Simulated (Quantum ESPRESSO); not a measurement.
# How uniaxial strain moves the moments of MnGe, part 2 of 2

How does uniaxial strain change the magnetic state of MnGe?

Quantum ESPRESSO 7.5; LDA; plane waves with GBRV 1.5 LDA potentials, no spin-orbit coupling.

So far, absolute magnetization (μB): step 2 (factor along z 0.94, ferro ++++) 4.65; step 3 (factor along z 0.94, antiferro ++--) 3.15.

### Step 5. Factor along z 1.06, ferro ++++

Contents of pw.in:

```
&CONTROL
  calculation = 'scf'
  prefix = 'pwscf'
  outdir = './tmp'
  pseudo_dir = './pseudo'
  disk_io = 'nowf'
  tprnfor = .true.
  tstress = .true.
/
&SYSTEM
  ibrav = 0
  celldm(1) = 8
  nat = 8
  ntyp = 2
  ecutwfc = 40
  ecutrho = 280
  nbnd = 79
  occupations = 'smearing'
  smearing = 'fd'
  degauss = 0.00367493
  nspin = 2
  starting_magnetization(1) = 0.2333
  starting_magnetization(2) = 0
/
&ELECTRONS
  conv_thr = 1.6d-08
  electron_maxstep = 150
  mixing_beta = 0.3
/
ATOMIC_SPECIES
Mn     54.9380 mn_lda_v1.5.uspp.F.UPF
Ge     72.6300 ge_lda_v1.4.uspp.F.UPF
CELL_PARAMETERS alat
   1.1161202151773    0.0000000000000    0.0000000000000
   0.0000000000000    1.1161202151773    0.0000000000000
   0.0000000000000    0.0000000000000    1.1830874280880
ATOMIC_POSITIONS crystal
Mn      0.6371118200    0.1371118200    0.3628881800
Mn      0.1371118200    0.3628881800    0.6371118200
Mn      0.3628881800    0.6371118200    0.1371118200
Mn      0.8628881800    0.8628881800    0.8628881800
Ge      0.3423633700    0.8423633700    0.6576366300
Ge      0.8423633700    0.6576366300    0.3423633700
Ge      0.6576366300    0.3423633700    0.8423633700
Ge      0.1576366300    0.1576366300    0.1576366300
K_POINTS automatic
6 6 6 0 0 0
```

The run is started by

```sh
> OMP_NUM_THREADS=1 mpirun -n 4 pw.x -nk 4 -in pw.in > pw.out
```

Log:

```text
     [... lines left out ...]
Program PWSCF v.7.5 starts
     [... lines left out ...]
     number of atoms/cell      =            8
     [... lines left out ...]
     number of electrons       =       116.00
     number of Kohn-Sham states=           79
     kinetic-energy cutoff     =      40.0000  Ry
     charge density cutoff     =     280.0000  Ry
     scf convergence threshold =      1.6E-08
     [... lines left out ...]
      4 Sym. Ops. (no inversion) found ( 3 have fractional translation)
     [... lines left out ...]
     number of k points=    64  Fermi-Dirac smearing, width (Ry)=  0.0037
     [... lines left out ...]
     iteration # 13     ecut=    40.00 Ry     beta= 0.30
     [... lines left out ...]
     Magnetic moment per site  (integrated on atomic sphere of radius R)
     atom   1 (R=0.240)  charge= 13.2469  magn=  2.0439
     atom   2 (R=0.240)  charge= 13.2469  magn=  2.0439
     atom   3 (R=0.240)  charge= 13.2469  magn=  2.0439
     atom   4 (R=0.240)  charge= 13.2469  magn=  2.0439
     atom   5 (R=0.240)  charge= 11.8786  magn= -0.0895
     atom   6 (R=0.240)  charge= 11.8786  magn= -0.0895
     atom   7 (R=0.240)  charge= 11.8786  magn= -0.0895
     atom   8 (R=0.240)  charge= 11.8786  magn= -0.0895
     [... lines left out ...]
     the Fermi energy is    14.8790 ev
!    total energy              =   -1697.14727418 Ry
     estimated scf accuracy    <          1.4E-09 Ry
     smearing contrib. (-TS)   =      -0.00249339 Ry
     [... lines left out ...]
     total magnetization       =     7.87 Bohr mag/cell
     absolute magnetization    =     9.15 Bohr mag/cell
     convergence has been achieved in  13 iterations
     [... lines left out ...]
     Total force =     0.028096     Total SCF correction =     0.000122
     [... lines left out ...]
          total   stress  (Ry/bohr**3)                   (kbar)     P=     -160.68
     [... lines left out ...]
```

Wall time 3 min (4 MPI ranks of Intel Xeon 6975P-C (Granite Rapids), shared host); peak memory 1 GiB; 12 min of CPU time.

Numbers from this step:

```yaml
smearing_term_ts: 0.03392 eV
pressure: -16.07 GPa
magnetization: 7.866 μB
absolute_magnetization: 9.152 μB
final_state: ferromagnetic
largest_moment: 2.044 μB
```

### Step 6. An input with a fault

One input was spoiled on purpose, to see how the program answers.

pw.in, as its differences from that of step 5:

```diff
@@ -11,3 +11,2 @@
   ibrav = 0
-  celldm(1) = 8
   nat = 8
@@ -23,6 +22,5 @@
   starting_magnetization(2) = 0
-/
 &ELECTRONS
   conv_thr = 1.6d-08
-  electron_maxstep = 150
+  electron_maxstep = 60
   mixing_beta = 0.3
@@ -32,6 +30,6 @@
 Ge     72.6300 ge_lda_v1.4.uspp.F.UPF
-CELL_PARAMETERS alat
-   1.1161202151773    0.0000000000000    0.0000000000000
-   0.0000000000000    1.1161202151773    0.0000000000000
-   0.0000000000000    0.0000000000000    1.1830874280880
+CELL_PARAMETERS angstrom
+   4.7250030600    0.0000000000    0.0000000000
+   0.0000000000    4.7250030600    0.0000000000
+   0.0000000000    0.0000000000    4.7250030600
 ATOMIC_POSITIONS crystal
```

Log:

```text
     [... lines left out ...]
Program PWSCF v.7.5 starts
     Error in routine  read_namelists (1):
      bad line in namelist &system: "&ELECTRONS" (error could be in the previous line)
 %%%%%%%%%%%%%%%%%%%%%%%%%%%%%%%%%%%%%%%%%%%%%%%%%%%%%%%%%%%%%%%%%%%%%%%%%%%%%%
     stopping ...
```

It took 0.61 s on 4 MPI ranks; peak memory 0.05 GiB.

The program refused the input before any cycle.

The program's message: “read_namelists (1): bad line in namelist &system: "&ELECTRONS" (error could be in the previous line)”

The fault put into the input: a namelist without its slash.

### Step 7. All points

The runs not shown differ from these in the moved quantity alone.

States, by row:

| c axis | ferro ++++ | antiferro ++-- | no spin polarisation |
| --- | --- | --- | --- |
| 0.94 | ferromagnetic | antiferromagnetic | non-magnetic |
| 0.97 | ferromagnetic | antiferromagnetic | non-magnetic |
| 1 | ferromagnetic | antiferromagnetic | non-magnetic |
| 1.03 | ferromagnetic | antiferromagnetic | non-magnetic |
| 1.06 | ferromagnetic | antiferromagnetic | non-magnetic |

Table of largest site moment by c axis:

| c axis (factor) | ferro ++++ (μB) | antiferro ++-- (μB) |
| --- | --- | --- |
| 0.9400 | 1.03 | 0.708 |
| 0.9700 | 1.58 | 0.947 |
| 1.0000 | 1.87 | 1.24 |
| 1.0300 | 1.97 | 1.56 |
| 1.0600 | 2.04 | 1.82 |

Table of energy less that of the parallel start by c axis; values in meV a seeded atom:

| c axis (factor) | antiferro ++-- | no spin polarisation |
| --- | --- | --- |
| 0.9400 | 29.1 | 36.2 |
| 0.9700 | 43.6 | 57.8 |
| 1.0000 | 64.7 | 91.6 |
| 1.0300 | 77.0 | 125 |
| 1.0600 | 76.0 | 156 |

Energy over the lowest against c axis; values in meV an atom:

| c axis (factor) | ferro ++++ | antiferro ++-- | no spin polarisation |
| --- | --- | --- | --- |
| 0.9400 | 3.31 | 17.9 | 21.4 |
| 0.9700 | 0 | 21.8 | 28.9 |
| 1.0000 | 15.6 | 47.9 | 61.4 |
| 1.0300 | 49.0 | 87.5 | 112 |
| 1.0600 | 96.7 | 135 | 174 |

### Step 8. What came out

```json
{
  "moment, parallel start": "1.03 to 2.04 μB",
  "states met from these starts": "antiferromagnetic and ferromagnetic"
}
```

**Reading.** The moment of the parallel start goes from 1.03 μB at 0.94 to 2.04 μB at 1.06. The net moment of the cell goes from 4.07 to 7.87 μB. The radius of the spheres follows the nearest distance, so part of the change of the site moments is the spheres'. The largest moment of the start antiferro ++-- lies between 0.708 and 1.82 μB. The start antiferro ++-- lies over the parallel one at every finished point, by 29.1 to 77.0 meV a seeded atom.

[Logs and program files are shortened in this print: banners, set-up blocks, solver, clock and traceback lines can be left out without a mark of their own.]

[Logs are printed without paths, hosts, clocks, repeated set-up lines and the standing remarks that a program may print on its own settings, such as how far it seeks lower states.]

[Hosts, paths, dates, database ids (printed as entryN), source tags and the programs' standing remarks are cut or masked in the printed files.]

[Where a cell is said to come from a database of computed structures, the database is the Materials Project.]
